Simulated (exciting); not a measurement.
# I L₃-edge absorption of KI, all-electron BSE

Aim: the I L₃ absorption edge of KI with the electron–hole interaction treated explicitly, and what each term of the kernel does.

Main program and level: exciting sodium; X-ray absorption, core-level Bethe-Salpeter equation, exchange and statically screened direct term, Tamm-Dancoff, all-electron LAPW+lo PBE.

This is a report of a sequence of runs, with most program output left out.

## (1) The starting structure

The structure is cubic, space group Fm-3m (No. 225). Conventional cell: a = 7.066 Å, b = 7.066 Å, c = 7.066 Å, α = 90.00°, β = 90.00°, γ = 90.00°. I has 6 K at 3.53 Å nearest. Nearest to K lie 6 I at 3.53 Å. Farther neighbours and most contacts between anions are not listed.

Coordinates:

```cif
data_structure
_symmetry_space_group_name_H-M 'P 1'
_symmetry_Int_Tables_number 1
_cell_length_a 4.9961
_cell_length_b 4.9961
_cell_length_c 4.9961
_cell_angle_alpha 60.000
_cell_angle_beta 60.000
_cell_angle_gamma 60.000
_cell_volume 88.18
loop_
_atom_site_label
_atom_site_type_symbol
_atom_site_fract_x
_atom_site_fract_y
_atom_site_fract_z
_atom_site_occupancy
I1 I 0.50000 0.50000 0.50000 1
K2 K 0.00000 0.00000 0.00000 1
```

Differences between curves are given as r.m.s. difference over r.m.s. height.

## (2) Ground state

The species files are the program's own, with muffin-tin radii set in the input.

Contents of input.xml:

```
<input>
  <title>KI</title>
  <structure speciespath="." autormt="false" epslat="1.0e-5">
    <crystal>
      <basevect>0.0000000000 6.6759772087 6.6759772087</basevect>
      <basevect>6.6759772087 0.0000000000 6.6759772087</basevect>
      <basevect>6.6759772087 6.6759772087 0.0000000000</basevect>
    </crystal>
    <species speciesfile="I.xml" rmt="2.300">
      <atom coord="0.5000000000 0.5000000000 0.5000000000"/>
    </species>
    <species speciesfile="K.xml" rmt="2.464">
      <atom coord="0.0000000000 0.0000000000 0.0000000000"/>
    </species>
  </structure>
  <groundstate do="fromscratch" xctype="GGA_PBE" ngridk="3 3 3" rgkmax="7" gmaxvr="14" nempty="8" swidth="0.001" maxscl="100" epsengy="1e-5"/>
</input>
```

On the command line:

```bash
$ OMP_NUM_THREADS=1 mpirun -n 2 exciting
```

The job ended after 24 s (2 MPI ranks of Intel Xeon at 2.70GHz, shared host).

The warnings file holds hints only, no warning.

The mesh shows a gap of 3.99 eV. Core levels (Dirac, from the valence top):

```
atom  level  energy (eV)
   I  2s1/2      -5083.4
   I  2p1/2      -4768.8
   I  2p3/2      -4470.1
   I  3s1/2      -1020.0
   I  3p1/2       -890.0
   I  3p3/2       -833.8
   I  3d3/2       -604.8
   I  3d5/2       -593.0
   I  4s1/2       -172.9
   I  4p1/2       -127.5
   I  4p3/2       -116.6
```

## (3) A richer basis for the empty states

Each species file gets more local orbitals, built from u and its energy derivative at 0.15 Ha and u at 0.9 Ha.

input.xml is that of step 2.

Contents of SPECIES.xml, added lines:

```
<lo l="L">  <!-- L = 0, 1, 2 -->
  <wf matchingOrder="0" trialEnergy="0.1500" searchE="false"/>
  <wf matchingOrder="1" trialEnergy="0.1500" searchE="false"/>
  <wf matchingOrder="0" trialEnergy="0.9000" searchE="false"/>
</lo>
```

On the command line:

```bash
$ OMP_NUM_THREADS=1 mpirun -n 2 exciting
```

Elapsed: 24 s, on 2 MPI ranks.

Against the first ground state the total energy moves by -4 meV an atom and the gap by -0.01 eV.

## (4) Screening, kernels and BSE for I atom 1

The absorber has 6 K at 3.53 Å (octahedral, site symmetry m-3m).

input.xml: that of step 3 with these lines changed.

```diff
@@ -15,3 +15,19 @@
   </structure>
-  <groundstate do="fromscratch" xctype="GGA_PBE" ngridk="3 3 3" rgkmax="7" gmaxvr="14" nempty="8" swidth="0.001" maxscl="100" epsengy="1e-5"/>
+  <groundstate do="skip" xctype="GGA_PBE" ngridk="3 3 3" rgkmax="7" gmaxvr="14" nempty="8" swidth="0.001" maxscl="100" epsengy="1e-5"/>
+  <xs xstype="BSE" ngridk="3 3 3" ngridq="3 3 3" vkloff="0.097 0.273 0.493" rgkmax="7" nempty="40" gqmax="3" lmaxapwwf="5" lmaxemat="3" broad="0.05659" tevout="true">
+    <energywindow intv="163.977 165.594" points="439"/>
+    <screening screentype="full" nempty="64"/>
+    <BSE xas="true" xasspecies="1" xasatom="1" xasedge="L3" bsetype="singlet" nstlxas="1 36"/>
+    <qpointset>
+      <qpoint>0 0 0</qpoint>
+    </qpointset>
+    <plan>
+      <doonly task="xsgeneigvec"/>
+      <doonly task="writepmatxs"/>
+      <doonly task="scrgeneigvec"/>
+      <doonly task="scrwritepmat"/>
+      <doonly task="screen"/>
+      <doonly task="scrcoulint"/>
+    </plan>
+  </xs>
 </input>
```

Contents of input.xml for the exchange start (cutoff and plan only):

```
  gqmax="2"
  <plan>
    <doonly task="exccoulint"/>
  </plan>
```

Contents of input.xml for the last start (plan only):

```
  <plan>
    <doonly task="bse"/>
  </plan>
```

On the command line:

```bash
$ OMP_NUM_THREADS=1 mpirun -n 2 exciting
$ OMP_NUM_THREADS=1 mpirun -n 2 exciting
$ OMP_NUM_THREADS=2 exciting
```

Run time: 19 min. Hardware: 2 MPI ranks.

Wall time by task: xsgeneigvec 5.6 s, writepmatxs 8.1 s, scrgeneigvec 3.5 s, scrwritepmat 3.6 s, screen 45 s, scrcoulint 3.9 min, exccoulint 13 min, bse 1.8 min.

The I L₃ spectrum of I atom 1 (energy from the Kohn–Sham onset, core level to the lowest empty state found on the meshes used, 4474.03 eV; the ground-state mesh sets it, and the shifted mesh has its lowest transition 0.49 eV above it; Im ε scaled to the maximum of the singlet run; cut below the end of the band set):

```
E (eV)  Im ε
 -11.5  0.03
 -11.0  0.04
 -10.5  0.04
 -10.0  0.04
  -9.5  0.04
  -9.0  0.05
  -8.5  0.05
  -8.0  0.06
  -7.5  0.06
  -7.0  0.07
  -6.5  0.08
  -6.0  0.09
  -5.5  0.10
  -5.0  0.11
  -4.5  0.13
  -4.0  0.16
  -3.5  0.19
  -3.0  0.23
  -2.5  0.29
  -2.0  0.38
  -1.5  0.49
  -1.0  0.64
  -0.5  0.79
   0.0  0.89
   0.5  0.92
   1.0  0.89
   1.5  0.84
   2.0  0.80
   2.5  0.76
   3.0  0.75
   3.5  0.77
   4.0  0.82
   4.5  0.89
   5.0  0.95
   5.5  0.99
   6.0  1.00
   6.5  0.98
   7.0  0.93
   7.5  0.88
   8.0  0.85
   8.5  0.84
   9.0  0.86
   9.5  0.85
  10.0  0.82
  10.5  0.78
  11.0  0.75
  11.5  0.74
  12.0  0.74
  12.5  0.75
  13.0  0.75
  13.5  0.73
  14.0  0.70
  14.5  0.67
  15.0  0.66
  15.5  0.67
  16.0  0.71
  16.5  0.75
  17.0  0.76
  17.5  0.75
  18.0  0.71
  18.5  0.67
  19.0  0.63
  19.5  0.59
  20.0  0.55
  20.5  0.51
```

Maxima (height): 0.4 eV (0.92), 6.1 eV (1.00), 9.3 eV (0.86), 12.7 eV (0.75) and 17.0 eV (0.76).

The Hamiltonian has 3888 rows. The lowest groups of eigenvalues and the brightest ones, on the scale above (the program counts from the shifted mesh's onset, 0.49 eV higher). Core spinors bring spin-forbidden partners, so dark means forbidden by spin or by symmetry, and the shifted mesh splits states that symmetry would keep together:

```
energy (eV)  states within 10 meV  relative strength
     -1.084                     4               0.32
     -0.348                     4               0.63
     -0.250                     8               0.82
     -0.230                     4               0.73
      0.105                     4               0.12
      0.185                     4               0.28
      0.389                     4               1.00
      0.417                     4               0.52
      6.344                     4               0.50
      9.323                     8               0.58
```

## (5) Independent particles

input.xml: that of step 4 with these lines changed.

```diff
@@ -19,3 +19,3 @@
     <screening screentype="full" nempty="64"/>
-    <BSE xas="true" xasspecies="1" xasatom="1" xasedge="L3" bsetype="singlet" nstlxas="1 36"/>
+    <BSE xas="true" xasspecies="1" xasatom="1" xasedge="L3" bsetype="IP" nstlxas="1 36"/>
     <qpointset>
@@ -24,8 +24,3 @@
     <plan>
-      <doonly task="xsgeneigvec"/>
-      <doonly task="writepmatxs"/>
-      <doonly task="scrgeneigvec"/>
-      <doonly task="scrwritepmat"/>
-      <doonly task="screen"/>
-      <doonly task="scrcoulint"/>
+      <doonly task="bse"/>
     </plan>
```

On the command line:

```bash
$ OMP_NUM_THREADS=2 exciting
```

Run time: 3 s. Hardware: 2 threads.

Maxima (height): 4.3 eV (0.57), 8.7 eV (0.94), 11.3 eV (0.90), 14.4 eV (0.89) and 19.3 eV (1.00). The spectrum differs from the singlet run by 43 % r.m.s. Moving the earlier curve by +4.1 eV leaves 21 %. The highest maximum lies at 19.3 eV (1.00), against 6.1 eV (1.00).

## (6) Exchange alone

input.xml: that of step 5 with these lines changed.

```diff
@@ -19,3 +19,3 @@
     <screening screentype="full" nempty="64"/>
-    <BSE xas="true" xasspecies="1" xasatom="1" xasedge="L3" bsetype="IP" nstlxas="1 36"/>
+    <BSE xas="true" xasspecies="1" xasatom="1" xasedge="L3" bsetype="RPA" nstlxas="1 36"/>
     <qpointset>
```

On the command line:

```bash
$ OMP_NUM_THREADS=2 exciting
```

Run time: 1.8 min. Hardware: 2 threads.

Maxima (height): 4.3 eV (0.57), 8.7 eV (0.94), 11.3 eV (0.90), 14.4 eV (0.89) and 19.3 eV (1.00). The spectrum is that of the independent-particle run within 1 %.

## (7) Another input

In this try the input is made faulty on purpose, to show what that does.

input.xml: that of step 6 with these lines changed.

```diff
@@ -18,4 +18,4 @@
     <energywindow intv="163.977 165.594" points="439"/>
-    <screening screentype="full" nempty="64"/>
-    <BSE xas="true" xasspecies="1" xasatom="1" xasedge="L3" bsetype="RPA" nstlxas="1 36"/>
+    <screening screentype="full" nempty="3"/>
+    <BSE xas="true" xasspecies="1" xasatom="1" xasedge="L3" bsetype="singlet" nstlxas="1 36"/>
     <qpointset>
@@ -24,3 +24,6 @@
     <plan>
-      <doonly task="bse"/>
+      <doonly task="scrgeneigvec"/>
+      <doonly task="scrwritepmat"/>
+      <doonly task="screen"/>
+      <doonly task="scrcoulint"/>
     </plan>
```

Contents of input.xml for the last start (plan only):

```
  <plan>
    <doonly task="bse"/>
  </plan>
```

On the command line:

```bash
$ OMP_NUM_THREADS=1 mpirun -n 2 exciting
$ OMP_NUM_THREADS=2 exciting
```

Wall time 6 min (2 MPI ranks).

The input has a fault: far too few empty states in the screening. Against the singlet run the r.m.s. difference is 17 %. The highest maximum lies at -0.2 eV (1.15), against 6.1 eV (1.00). The first bright state moves from -1.08 to -1.59 eV. Too few states underscreen, so the attraction is too strong.

```
E (eV)  first run  this run
 -11.0       0.04      0.04
 -10.0       0.04      0.05
  -9.0       0.05      0.06
  -8.0       0.06      0.07
  -7.0       0.07      0.09
  -6.0       0.09      0.12
  -5.0       0.11      0.16
  -4.0       0.16      0.23
  -3.0       0.23      0.35
  -2.0       0.38      0.61
  -1.0       0.64      0.99
   0.0       0.89      1.15
   1.0       0.89      0.98
   2.0       0.80      0.86
   3.0       0.75      0.85
   4.0       0.82      0.95
   5.0       0.95      1.01
   6.0       1.00      0.96
   7.0       0.93      0.87
   8.0       0.85      0.81
   9.0       0.86      0.80
  10.0       0.82      0.73
  11.0       0.75      0.67
  12.0       0.74      0.67
  13.0       0.75      0.66
  14.0       0.70      0.61
  15.0       0.66      0.59
  16.0       0.71      0.65
  17.0       0.76      0.65
  18.0       0.71      0.58
  19.0       0.63      0.51
  20.0       0.55      0.44
```

## (8) Coarser mesh

Changed against the first singlet run: k mesh from 3×3×3 to 2×2×2.

input.xml: that of step 7 with these lines changed.

```diff
@@ -16,5 +16,5 @@
   <groundstate do="skip" xctype="GGA_PBE" ngridk="3 3 3" rgkmax="7" gmaxvr="14" nempty="8" swidth="0.001" maxscl="100" epsengy="1e-5"/>
-  <xs xstype="BSE" ngridk="3 3 3" ngridq="3 3 3" vkloff="0.097 0.273 0.493" rgkmax="7" nempty="40" gqmax="3" lmaxapwwf="5" lmaxemat="3" broad="0.05659" tevout="true">
+  <xs xstype="BSE" ngridk="2 2 2" ngridq="2 2 2" vkloff="0.097 0.273 0.493" rgkmax="7" nempty="40" gqmax="3" lmaxapwwf="5" lmaxemat="3" broad="0.05659" tevout="true">
     <energywindow intv="163.977 165.594" points="439"/>
-    <screening screentype="full" nempty="3"/>
+    <screening screentype="full" nempty="64"/>
     <BSE xas="true" xasspecies="1" xasatom="1" xasedge="L3" bsetype="singlet" nstlxas="1 36"/>
@@ -24,2 +24,4 @@
     <plan>
+      <doonly task="xsgeneigvec"/>
+      <doonly task="writepmatxs"/>
       <doonly task="scrgeneigvec"/>
```

Contents of input.xml for the exchange start (cutoff and plan only):

```
  gqmax="2"
  <plan>
    <doonly task="exccoulint"/>
  </plan>
```

Contents of input.xml for the last start (plan only):

```
  <plan>
    <doonly task="bse"/>
  </plan>
```

On the command line:

```bash
$ OMP_NUM_THREADS=1 mpirun -n 2 exciting
$ OMP_NUM_THREADS=1 mpirun -n 2 exciting
$ OMP_NUM_THREADS=2 exciting
```

Wall time 5.2 min (2 MPI ranks).

Wall time by task: xsgeneigvec 5.8 s, writepmatxs 5.6 s, scrgeneigvec 3.2 s, scrwritepmat 4 s, screen 19 s, scrcoulint 29 s, exccoulint 4 min, bse 3 s.

These settings are cheaper. The spectrum differs from the singlet run by 3 % r.m.s. The first bright state moves from -1.08 to -1.12 eV. The lowest bare transition of this run lies at 0.94 eV, against 0.49. A coarse mesh samples few band energies, and it inflates the long-range part of the attraction.

| E (eV) | first run | this run |
| --- | --- | --- |
| -11.0 | 0.04 | 0.04 |
| -10.0 | 0.04 | 0.04 |
| -9.0 | 0.05 | 0.05 |
| -8.0 | 0.06 | 0.06 |
| -7.0 | 0.07 | 0.07 |
| -6.0 | 0.09 | 0.09 |
| -5.0 | 0.11 | 0.11 |
| -4.0 | 0.16 | 0.15 |
| -3.0 | 0.23 | 0.23 |
| -2.0 | 0.38 | 0.37 |
| -1.0 | 0.64 | 0.61 |
| 0.0 | 0.89 | 0.87 |
| 1.0 | 0.89 | 0.90 |
| 2.0 | 0.80 | 0.79 |
| 3.0 | 0.75 | 0.74 |
| 4.0 | 0.82 | 0.81 |
| 5.0 | 0.95 | 0.94 |
| 6.0 | 1.00 | 1.00 |
| 7.0 | 0.93 | 0.93 |
| 8.0 | 0.85 | 0.88 |
| 9.0 | 0.86 | 0.90 |
| 10.0 | 0.82 | 0.83 |
| 11.0 | 0.75 | 0.75 |
| 12.0 | 0.74 | 0.73 |
| 13.0 | 0.75 | 0.71 |
| 14.0 | 0.70 | 0.67 |
| 15.0 | 0.66 | 0.69 |
| 16.0 | 0.71 | 0.77 |
| 17.0 | 0.76 | 0.79 |
| 18.0 | 0.71 | 0.69 |
| 19.0 | 0.63 | 0.61 |
| 20.0 | 0.55 | 0.57 |

## (9) The levels of theory side by side

```csv
level,curve passes 0.15 (eV),highest maximum (eV),its height
IP,-0.3,19.3,1.00
RPA,-0.3,19.3,1.00
singlet,-4.1,6.1,1.00
```

```
E (eV)    IP   RPA  singlet
 -11.0  0.02  0.02     0.04
 -10.0  0.02  0.02     0.04
  -9.0  0.03  0.03     0.05
  -8.0  0.03  0.03     0.06
  -7.0  0.03  0.03     0.07
  -6.0  0.04  0.04     0.09
  -5.0  0.05  0.05     0.11
  -4.0  0.05  0.05     0.16
  -3.0  0.07  0.07     0.23
  -2.0  0.09  0.09     0.38
  -1.0  0.12  0.12     0.64
   0.0  0.17  0.17     0.89
   1.0  0.27  0.27     0.89
   2.0  0.39  0.39     0.80
   3.0  0.50  0.50     0.75
   4.0  0.57  0.57     0.82
   5.0  0.56  0.56     0.95
   6.0  0.59  0.59     1.00
   7.0  0.71  0.71     0.93
   8.0  0.89  0.89     0.85
   9.0  0.93  0.93     0.86
  10.0  0.88  0.88     0.82
  11.0  0.90  0.90     0.75
  12.0  0.89  0.89     0.74
  13.0  0.87  0.87     0.75
  14.0  0.88  0.88     0.70
  15.0  0.87  0.87     0.66
  16.0  0.83  0.83     0.71
  17.0  0.81  0.81     0.76
  18.0  0.90  0.90     0.71
  19.0  1.00  1.00     0.63
  20.0  0.98  0.98     0.55
```

## (10) What came out

| Quantity | Value |
| --- | --- |
| absorber and edge | I L₃, atom 1 |
| surroundings | 6 K at 3.53 Å (octahedral, site symmetry m-3m) |
| first bright state | -1.08 eV from the Kohn–Sham onset, on this mesh |
| highest maximum | 6.1 eV |
| cost of the BSE run | 19 min on 2 MPI ranks of Intel Xeon at 2.70GHz, shared host; the last task ran on as many threads |

**Reading.** Is a core exciton bound? Yes on this mesh: the first bright state (over 5 % of the brightest) lies at -1.08 eV from the Kohn–Sham onset and at -1.57 eV from the lowest bare transition of its own mesh. Exchange alone changes the independent-particle spectrum by 0.0 % r.m.s. With 27 k points the binding energies are rough, and fine structure above the first lines is partly noise of the mesh. Exchange and the short-range direct term aren't converged in the kernel cutoff. The zero comes from the unshifted 3×3×3 ground-state mesh; it is exact only where the band minimum lies on that mesh. The conduction states carry no spin here, so the exchange coupling to the spinor core hole is only partly held. This core level is treated alone, with no coupling to its spin–orbit partner. The Kohn–Sham onset, 4474 eV, is no photon energy (tabulated edge of the element: 4557 eV): the scale needs a rigid shift. No quasiparticle correction widens the gap or stretches the bands. Vibrations and energy-dependent lifetimes are left out. The structure is a published determination, not relaxed.

[Logs are printed without paths, hosts, clocks, repeated set-up lines and the standing remarks that a program may print on its own settings, such as how far it seeks lower states.]

[Hosts, paths, dates, database ids (printed as entryN), source tags and the programs' standing remarks are cut or masked in the printed files.]
